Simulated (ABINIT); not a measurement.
# A GW chain in ABINIT: CaC2 (R-3m), part 2 of 3

Wanted: ground state, empty states, screening and self-energy for CaC2 (R-3m).

ABINIT 10.8.3; PBEsol and many-body steps on it, plane waves. Known limits of the many-body steps: not at the basis limit.

So far. Step 2 (Ground state): The gap is indirect, with the least direct gap 1.30 eV higher.

### 3. Bands along the symmetry lines

Level of this step: DFT, PBEsol, plane waves, norm-conserving pseudopotentials (ABINIT).

Levels along a band path, at the cheap level, show where the edges lie and whether the meshes to come will hold them.

File run.abi:

```
acell 3*1.0 Angstrom
rprim 
  1.944397984288 1.122598699617 3.953874776707
  -1.944397984288 1.122598699617 3.953874776707
  -0.000000000000 -2.245197399304 3.953874776686
ntypat 2
znucl 20 6
natom 3
typat 1 2 2
xred 
  0.000000000000 0.000000000000 0.000000000000
  0.552915000000 0.552915000000 0.552915000000
  0.447085000000 0.447085000000 0.447085000000
pp_dirpath "pseudos"
pseudos "Ca.upf, C.upf"
ecut 37
iscf -2
irdden 1
kptopt 0
nkpt 59
kpt 
  0.00000000 0.00000000 0.00000000
  0.06250000 0.06250000 0.06250000
  0.12500000 0.12500000 0.12500000
  0.18750000 0.18750000 0.18750000
  0.25000000 0.25000000 0.25000000
  0.31250000 0.31250000 0.31250000
  0.37500000 0.37500000 0.37500000
  0.43750000 0.43750000 0.43750000
  0.50000000 0.50000000 0.50000000
  0.53494895 0.46505105 0.50000000
  0.56989789 0.43010211 0.50000000
  0.60484684 0.39515317 0.50000000
  0.63979578 0.36020422 0.50000000
  0.67474473 0.32525528 0.50000000
  0.70969367 0.29030633 0.50000000
  0.74464261 0.25535739 0.50000000
  0.77959156 0.22040844 0.50000000
  0.50000000 -0.22040844 0.22040844
  0.50000000 -0.19285739 0.19285739
  0.50000000 -0.16530633 0.16530633
  0.50000000 -0.13775528 0.13775528
  0.50000000 -0.11020422 0.11020422
  0.50000000 -0.08265317 0.08265317
  0.50000000 -0.05510211 0.05510211
  0.50000000 -0.02755105 0.02755105
  0.50000000 0.00000000 0.00000000
  0.43750000 0.00000000 0.00000000
  0.37500000 0.00000000 0.00000000
  0.31250000 0.00000000 0.00000000
  0.25000000 0.00000000 0.00000000
  0.18750000 0.00000000 0.00000000
  0.12500000 0.00000000 0.00000000
  0.06250000 0.00000000 0.00000000
  0.00000000 0.00000000 0.00000000
  0.04502553 -0.04502553 0.00000000
  0.09005106 -0.09005106 0.00000000
  0.13507658 -0.13507658 0.00000000
  0.18010211 -0.18010211 0.00000000
  0.22512764 -0.22512764 0.00000000
  0.27015317 -0.27015317 0.00000000
  0.31517869 -0.31517869 0.00000000
  0.36020422 -0.36020422 -0.00000000
  0.63979578 0.00000000 0.36020422
  0.62232131 0.00000000 0.37767869
  0.60484684 0.00000000 0.39515317
  0.58737236 0.00000000 0.41262764
  0.56989789 0.00000000 0.43010211
  0.55242342 0.00000000 0.44757658
  0.53494895 0.00000000 0.46505105
  0.51747447 0.00000000 0.48252553
  0.50000000 0.00000000 0.50000000
  0.43750000 0.00000000 0.43750000
  0.37500000 0.00000000 0.37500000
  0.31250000 0.00000000 0.31250000
  0.25000000 0.00000000 0.25000000
  0.18750000 0.00000000 0.18750000
  0.12500000 0.00000000 0.12500000
  0.06250000 0.00000000 0.06250000
  0.00000000 0.00000000 0.00000000
istwfk *1
nband 16
nbdbuf 2
tolwfr 1e-08
nstep 40
prtwf 0
prtvol 0
indata_prefix "in"
outdata_prefix "out"
tmpdata_prefix "tmp"
```

On the command line:

```sh
OMP_NUM_THREADS=1 mpirun -n 8 abinit run.abi > log
```

Numbers of over 12 decimals in the logs are rounded to 6 here.

What it wrote:

```text
.Version 10.8.3 of ABINIT. v10.8.2 released Aug 2026.

 Symmetries : space group R-3 m (#166); Bravais hR (rhombohedral)
[... echo of the input left out ...]
== DATASET  1 ==================================================================
-   mpi_nproc: 8, omp_nthreads: 1 (-1 if OMP is not activated)

--- !DatasetInfo
iteration_state: {dtset: 1, }
dimensions: {natom: 3, nkpt: 59, mband: 16, nsppol: 1, nspinor: 1, nspden: 1, mpw: 3784, }
cutoff_energies: {ecut:  37.0, pawecutdg:  -1.0, }
electrons: {nelect:   1.80000000E+01, charge:   0.00000000E+00, occopt:   1.00000000E+00, tsmear:   1.00000000E-02, }

 Real(R)+Recip(G) space primitive vectors, cartesian coordinates (Bohr,Bohr^-1):
 R(1)=  3.6743797  2.1214041  7.4717405  G(1)=  0.1360774  0.0785643  0.0446125
 R(2)= -3.6743797  2.1214041  7.4717405  G(2)= -0.1360774  0.0785643  0.0446125
 R(3)=  0.0000000 -4.2428082  7.4717405  G(3)=  0.0000000 -0.1571286  0.0446125
 Unit cell volume ucvol=  3.4944631E+02 bohr^3
 Angles (23,13,12)=  5.06350386E+01  5.06350386E+01  5.06350386E+01 degrees

 getcut: wavevector=  0.0000  0.0000  0.0000  ngfft=  48  48  48
         ecut(hartree)=     37.000   => boxcut(ratio)=   2.04037

--- Pseudopotential description ------------------------------------------------
- Ca Generated using ONCVPSP code by D. R. Hamann
- 20.00000  10.00000  180301                  znucl, zion, pspdat
12 -116133 2 -1 1746                          pspcod,pspxc,lmax,lloc,mmax
     nproj     2     2     2
  pspatm : epsatm=   12.46101000
         --- l  ekb(1:nproj) -->
             0   10.054847    0.973777
             1    2.998958    0.458102
             2   -3.447298   -1.091650
 pspatm: atomic psp has been read  and splines computed

- C Generated using ONCVPSP code by D. R. Hamann
-  6.00000   4.00000  180301                  znucl, zion, pspdat
12 -116133 1 -1 1248                          pspcod,pspxc,lmax,lloc,mmax
     nproj     2     2     0
  pspatm : epsatm=    4.34909242
         --- l  ekb(1:nproj) -->
[...]
pspatm: atomic psp has been read  and splines computed

--------------------------------------------------------------------------------

================================================================================
 prteigrs : about to open file out_EIG
 Non-SCF case, kpt    1 (  0.00000  0.00000  0.00000), residuals and eigenvalues=
  7.25E-09  4.26E-09  3.92E-09  6.84E-09  5.20E-09  6.63E-09  8.40E-09  3.88E-09
  7.02E-09  2.10E-09  8.00E-09  6.52E-09  3.67E-09  8.08E-09  1.53E-06  1.18E-06
 -1.3386E+00 -6.4548E-01 -6.4063E-01 -6.4063E-01 -3.6657E-01 -1.0925E-02
 -8.6988E-03  6.3629E-02  6.3629E-02  2.0688E-01  2.0688E-01  2.4881E-01
  2.9621E-01  2.9621E-01  4.0518E-01  4.6377E-01
 Non-SCF case, kpt    2 (  0.06250  0.06250  0.06250), residuals and eigenvalues=
  4.85E-09  2.95E-09  3.55E-09  5.84E-09  7.15E-09  8.38E-09  7.54E-09  5.19E-09
[...]
2.9703E-01  2.9703E-01  4.0132E-01  4.6626E-01
 Non-SCF case, kpt    3 (  0.12500  0.12500  0.12500), residuals and eigenvalues=
[...]
2.9946E-01  2.9946E-01  3.9125E-01  4.6853E-01
[...]
Non-SCF case, kpt   58 (  0.06250  0.00000  0.06250), residuals and eigenvalues=
[...]
Non-SCF case, kpt   59 (  0.00000  0.00000  0.00000), residuals and eigenvalues=
[...]
-1.3386E+00 -6.4548E-01 -6.4063E-01 -6.4063E-01 -3.6657E-01 -1.0925E-02
 -8.6988E-03  6.3629E-02  6.3629E-02  2.0688E-01  2.0688E-01  2.4881E-01
[...]
--- !ResultsGS
iteration_state: {dtset: 1, }
comment   : Summary of ground state results
lattice_vectors:
- [  3.6743797,   2.1214041,   7.4717405, ]
- [ -3.6743797,   2.1214041,   7.4717405, ]
- [ -0.0000000,  -4.2428082,   7.4717405, ]
lattice_lengths: [   8.59234,    8.59234,    8.59234, ]
lattice_angles: [ 50.635,  50.635,  50.635, ] # degrees, (23, 13, 12)
lattice_volume:   3.4944631E+02
convergence: {deltae:  0.000E+00, res2:  0.000E+00, residm:  9.977E-09, diffor:  0.000E+00, }
etotal    :  -5.06387971E+01
entropy   :   0.00000000E+00
fermie    :   9.40858063E-02
cartesian_stress_tensor: null
pressure_GPa: null
xred      :
- [  0.0000E+00,   0.0000E+00,   0.0000E+00, Ca]
- [  5.5292E-01,   5.5292E-01,   5.5292E-01,  C]
- [  4.4709E-01,   4.4709E-01,   4.4709E-01,  C]
cartesian_forces: null
force_length_stats: {min: null, max: null, mean: null, }

 Integrated electronic density in atomic spheres:
 ------------------------------------------------
 Atom  Sphere_radius  Integrated_density
[...]
================================================================================

 ----iterations are completed or convergence reached----

 Mean square residual over all n,k,spin=   59.388E-10; max=  99.774E-10
 reduced coordinates (array xred) for    3 atoms
[...]
0.552915000000      0.552915000000      0.552915000000
       0.447085000000      0.447085000000      0.447085000000

 cartesian coordinates (angstrom) at end:
[...]
2     -0.000000    -3.87e-11     6.558470
    3      0.000000    -3.13e-11     5.303154
 length scales=  1.889726125908  1.889726125908  1.889726125908 bohr
              =  1.000000000000  1.000000000000  1.000000000000 angstroms
 prteigrs : about to open file out_EIG
 Eigenvalues (hartree) for nkpt=  59  k points:
 kpt#   1, nband= 16, wtk=  1.00000, kpt=  0.0000  0.0000  0.0000 (reduced coord)
[...]
kpt#   2, nband= 16, wtk=  1.00000, kpt=  0.0625  0.0625  0.0625 (reduced coord)
[...]
kpt#   3, nband= 16, wtk=  1.00000, kpt=  0.1250  0.1250  0.1250 (reduced coord)
[...]
kpt#  58, nband= 16, wtk=  1.00000, kpt=  0.0625  0.0000  0.0625 (reduced coord)
[...]
kpt#  59, nband= 16, wtk=  1.00000, kpt=  0.0000  0.0000  0.0000 (reduced coord)
  -1.33865   -0.64548   -0.64063   -0.64063   -0.36657   -0.01092   -0.00870    0.06363
   0.06363    0.20688    0.20688    0.24881    0.29621    0.29621    0.40518    0.46377

== END DATASET(S) ==============================================================
================================================================================

 -outvars: echo values of variables after computation  --------
            nband          16
             nkpt          59
          spgroup         166
 [... the other variables as echoed above ...]

 Calculation completed.
```

Elapsed: 14 s, on 8 MPI ranks of Arm Neoverse V1, shared host; peak memory 0.57 GiB; 1.9 min of CPU time.

This step gave:

| Quantity | Value |
| --- | --- |
| gap | 2.585 eV |
| k of the valence top | 0.5, 0.5, 0.5 |
| k of the conduction bottom | 0.5, 0, 0.5 |
| least direct gap | 3.890 eV |

The gap is 2.585 eV, as in the run before at this level.

The electronic bands at the labelled points (eV, zero at the top of the highest filled band):

| point | band 6 | band 7 | band 8 | band 9 | band 10 | band 11 | band 12 | band 13 |
| --- | --- | --- | --- | --- | --- | --- | --- | --- |
| Γ | -2.86 | -2.80 | -0.83 | -0.83 | 3.07 | 3.07 | 4.21 | 5.50 |
| halfway | -4.47 | -1.21 | -1.21 | -0.95 | 4.20 | 4.20 | 4.55 | 5.82 |
| T | -5.14 | -1.51 | -1.51 | 0.00 | 5.54 | 5.69 | 5.90 | 5.90 |
| halfway | -4.61 | -1.93 | -1.55 | -0.39 | 4.40 | 4.60 | 5.57 | 6.17 |
| H2 | -3.78 | -2.18 | -2.05 | -0.94 | 3.25 | 4.16 | 5.59 | 6.37 |
| jump to H0 | -3.78 | -2.18 | -2.05 | -0.94 | 3.25 | 4.16 | 5.59 | 6.37 |
| halfway | -3.76 | -2.59 | -1.85 | -1.12 | 3.93 | 4.54 | 5.84 | 6.09 |
| L | -3.93 | -2.79 | -1.55 | -1.18 | 4.93 | 5.07 | 5.11 | 6.21 |
| halfway | -3.54 | -2.47 | -1.28 | -1.22 | 3.63 | 3.84 | 5.12 | 5.67 |
| Γ | -2.86 | -2.80 | -0.83 | -0.83 | 3.07 | 3.07 | 4.21 | 5.50 |
| halfway | -3.37 | -2.77 | -1.34 | -1.25 | 3.54 | 3.76 | 5.24 | 6.13 |
| S0 | -3.70 | -2.19 | -2.06 | -1.11 | 3.25 | 4.28 | 5.67 | 6.38 |
| jump to S2 | -3.70 | -2.19 | -2.06 | -1.11 | 3.25 | 4.28 | 5.67 | 6.38 |
| halfway | -3.72 | -2.13 | -1.62 | -1.23 | 2.79 | 4.13 | 5.05 | 6.64 |
| F | -3.72 | -2.14 | -1.33 | -1.31 | 2.59 | 3.99 | 4.74 | 6.89 |
| halfway | -3.80 | -2.00 | -1.38 | -1.14 | 3.33 | 3.67 | 4.87 | 6.21 |
| Γ | -2.86 | -2.80 | -0.83 | -0.83 | 3.07 | 3.07 | 4.21 | 5.50 |

The electronic bands as a text plot (rows in eV, shown from -8.0 to 5.5 only; labels by their first letter):

```
    5.2 |     ++ ++  +++     +++++++ +++++  ++      +    ++     +
    4.7 |  +++     +++     +++++++  +++   ++         ++++  ++++
    4.1 |++ +        ++++++ +    +++   +++    +++++++++++++    ++
    3.5 | ++          ++ +++       ++++   ++++++ +         ++++
    3.0 |+              +            +++++        ++++   ++    ++
    2.4 |                                             +++
    1.8 |
    1.3 |
    0.7 |
    0.2 |      ****
   -0.4 |    **    ***
   -1.0 |****         ************ ******************     *******
   -1.5 |  * **********     ********         ****   **********
   -2.1 |**         ********                     **************
   -2.7 |                  ***********************             **
   -3.2 |*                          ****  ****                **
   -3.8 | *            *************          ****************
   -4.3 |  **       ***
   -4.9 |    *******
   -5.5 |
   -6.0 |
   -6.6 |
   -7.2 |
   -7.7 |
         Γ      T      H|H     L        Γ        S|S   F        Γ
```

### 4. Empty states on the mesh, 4×4×4 mesh, 42 bands

The sums over transitions need many empty states on a uniform mesh; this step solves for them.

File run.abi:

```
acell 3*1.0 Angstrom
rprim 
  1.944397984288 1.122598699617 3.953874776707
  -1.944397984288 1.122598699617 3.953874776707
  -0.000000000000 -2.245197399304 3.953874776686
ntypat 2
znucl 20 6
natom 3
typat 1 2 2
xred 
  0.000000000000 0.000000000000 0.000000000000
  0.552915000000 0.552915000000 0.552915000000
  0.447085000000 0.447085000000 0.447085000000
pp_dirpath "pseudos"
pseudos "Ca.upf, C.upf"
ecut 37
ngkpt 4 4 4
nshiftk 1
shiftk 0 0 0
kptopt 1
chksymbreak 0
iscf -2
irdden 1
istwfk *1
nband 42
nbdbuf 4
tolwfr 1e-09
nstep 60
prtvol 0
indata_prefix "in"
outdata_prefix "out"
tmpdata_prefix "tmp"
```

What it wrote:

```text
.Version 10.8.3 of ABINIT. v10.8.2 released Aug 2026.

 Symmetries : space group R-3 m (#166); Bravais hR (rhombohedral)
[... echo of the input left out ...]
== DATASET  1 ==================================================================
-   mpi_nproc: 8, omp_nthreads: 1 (-1 if OMP is not activated)
-    --> not optimal distribution: autoparal keyword recommended in input file <--

--- !DatasetInfo
iteration_state: {dtset: 1, }
dimensions: {natom: 3, nkpt: 13, mband: 42, nsppol: 1, nspinor: 1, nspden: 1, mpw: 3777, }
cutoff_energies: {ecut:  37.0, pawecutdg:  -1.0, }
electrons: {nelect:   1.80000000E+01, charge:   0.00000000E+00, occopt:   1.00000000E+00, tsmear:   1.00000000E-02, }

 Real(R)+Recip(G) space primitive vectors, cartesian coordinates (Bohr,Bohr^-1):
 R(1)=  3.6743797  2.1214041  7.4717405  G(1)=  0.1360774  0.0785643  0.0446125
 R(2)= -3.6743797  2.1214041  7.4717405  G(2)= -0.1360774  0.0785643  0.0446125
 R(3)=  0.0000000 -4.2428082  7.4717405  G(3)=  0.0000000 -0.1571286  0.0446125
 Unit cell volume ucvol=  3.4944631E+02 bohr^3
 Angles (23,13,12)=  5.06350386E+01  5.06350386E+01  5.06350386E+01 degrees

 getcut: wavevector=  0.0000  0.0000  0.0000  ngfft=  48  48  48
         ecut(hartree)=     37.000   => boxcut(ratio)=   2.04037

--- Pseudopotential description ------------------------------------------------
- Ca Generated using ONCVPSP code by D. R. Hamann
- 20.00000  10.00000  180301                  znucl, zion, pspdat
12 -116133 2 -1 1746                          pspcod,pspxc,lmax,lloc,mmax
     nproj     2     2     2
  pspatm : epsatm=   12.46101000
         --- l  ekb(1:nproj) -->
             0   10.054847    0.973777
             1    2.998958    0.458102
             2   -3.447298   -1.091650
 pspatm: atomic psp has been read  and splines computed

- C Generated using ONCVPSP code by D. R. Hamann
-  6.00000   4.00000  180301                  znucl, zion, pspdat
12 -116133 1 -1 1248                          pspcod,pspxc,lmax,lloc,mmax
     nproj     2     2     0
  pspatm : epsatm=    4.34909242
         --- l  ekb(1:nproj) -->
[...]
pspatm: atomic psp has been read  and splines computed

--------------------------------------------------------------------------------

================================================================================
 prteigrs : about to open file out_EIG
 Non-SCF case, kpt    1 (  0.00000  0.00000  0.00000), residuals and eigenvalues=
  5.24E-10  9.07E-10  5.17E-10  6.79E-10  2.35E-10  3.93E-10  4.71E-10  3.88E-10
  9.36E-10  1.96E-10  3.05E-10  3.98E-10  1.29E-10  1.41E-10  5.20E-10  2.42E-10
  1.63E-10  4.01E-10  3.78E-10  6.94E-10  4.96E-10  8.96E-10  1.84E-10  5.65E-10
[...]
3.11E-05  3.03E-05
 -1.3386E+00 -6.4548E-01 -6.4063E-01 -6.4063E-01 -3.6657E-01 -1.0925E-02
 -8.6988E-03  6.3629E-02  6.3629E-02  2.0688E-01  2.0688E-01  2.4881E-01
  2.9621E-01  2.9621E-01  4.0518E-01  4.6375E-01  4.7049E-01  4.7049E-01
  6.3123E-01  6.4584E-01  6.5767E-01  6.5767E-01  6.8590E-01  6.8590E-01
  9.0105E-01  9.0105E-01  9.1835E-01  9.2079E-01  9.3798E-01  9.3798E-01
  1.0068E+00  1.0068E+00  1.0731E+00  1.2336E+00  1.2756E+00  1.2931E+00
  1.2931E+00  1.3489E+00  1.3489E+00  1.3756E+00  1.3756E+00  1.3846E+00
 prteigrs : prtvol=0 or 1, do not print more k-points.

--- !ResultsGS
iteration_state: {dtset: 1, }
comment   : Summary of ground state results
lattice_vectors:
- [  3.6743797,   2.1214041,   7.4717405, ]
- [ -3.6743797,   2.1214041,   7.4717405, ]
- [ -0.0000000,  -4.2428082,   7.4717405, ]
lattice_lengths: [   8.59234,    8.59234,    8.59234, ]
lattice_angles: [ 50.635,  50.635,  50.635, ] # degrees, (23, 13, 12)
lattice_volume:   3.4944631E+02
convergence: {deltae:  0.000E+00, res2:  0.000E+00, residm:  9.933E-10, diffor:  0.000E+00, }
etotal    :  -5.06387971E+01
entropy   :   0.00000000E+00
fermie    :   9.40858063E-02
cartesian_stress_tensor: null
pressure_GPa: null
xred      :
- [  0.0000E+00,   0.0000E+00,   0.0000E+00, Ca]
- [  5.5292E-01,   5.5292E-01,   5.5292E-01,  C]
- [  4.4709E-01,   4.4709E-01,   4.4709E-01,  C]
cartesian_forces: null
force_length_stats: {min: null, max: null, mean: null, }

 Integrated electronic density in atomic spheres:
 ------------------------------------------------
 Atom  Sphere_radius  Integrated_density
[...]
================================================================================

 ----iterations are completed or convergence reached----

 Mean square residual over all n,k,spin=   46.681E-11; max=  99.331E-11
 reduced coordinates (array xred) for    3 atoms
[...]
0.552915000000      0.552915000000      0.552915000000
       0.447085000000      0.447085000000      0.447085000000

 cartesian coordinates (angstrom) at end:
    1      0.000000     0.000000     0.000000
    2     -0.000000    -3.87e-11     6.558470
    3      0.000000    -3.13e-11     5.303154
 length scales=  1.889726125908  1.889726125908  1.889726125908 bohr
              =  1.000000000000  1.000000000000  1.000000000000 angstroms
 prteigrs : about to open file out_EIG
 Eigenvalues (hartree) for nkpt=  13  k points:
 kpt#   1, nband= 42, wtk=  0.01563, kpt=  0.0000  0.0000  0.0000 (reduced coord)
[...]
0.90105    0.90105    0.91835    0.92079    0.93798    0.93798    1.00677    1.00677
   1.07311    1.23356    1.27560    1.29312    1.29312    1.34887    1.34887    1.37557
   1.37564    1.38459
 prteigrs : prtvol=0 or 1, do not print more k-points.

== END DATASET(S) ==============================================================
================================================================================

 -outvars: echo values of variables after computation  --------
            nband          42
             nkpt          13
          spgroup         166
 [... the other variables as echoed above ...]

 Calculation completed.
```

It took 8.4 s on 8 MPI ranks; peak memory 0.56 GiB; 66 s of CPU time.

Numbers from this step:

```yaml
gap: 2.585 eV
k_of_the_valence_top: 0.5, 0.5, 0.5
k_of_the_conduction_bottom: 0.5, 0.5, 0
least_direct_gap: 3.890 eV
k_points_computed: 13
lowest_point_of_the_top_converged_band_above_the_valence_top: 30.94 eV
```

On this mesh the gap is 2.585 eV.

(Part 2 of 3 ends here.)

[Paths, hosts, dates, memory and timing lines, banners, echoed tables and standing remarks are left out of the program output.]

[Logs are printed without paths, hosts, clocks, repeated set-up lines and the standing remarks that a program may print on its own settings, such as how far it seeks lower states.]

[Runs of the session that timed out or met a known fault of the program may be left out.]

[Hosts, paths, dates, database ids (printed as entryN), source tags and the programs' standing remarks are cut or masked in the printed files.]

[G0W0 gaps are taken among the corrected bands and points alone; a level outside them can change the order at an edge.]

[Where Ansatz stands beside ABINIT at settings called matched, ABINIT's density can come from a denser mesh and the files from another edition; pairs whose starting gaps differed by over 0.03 eV were left out, so agreement reads better than it is.]
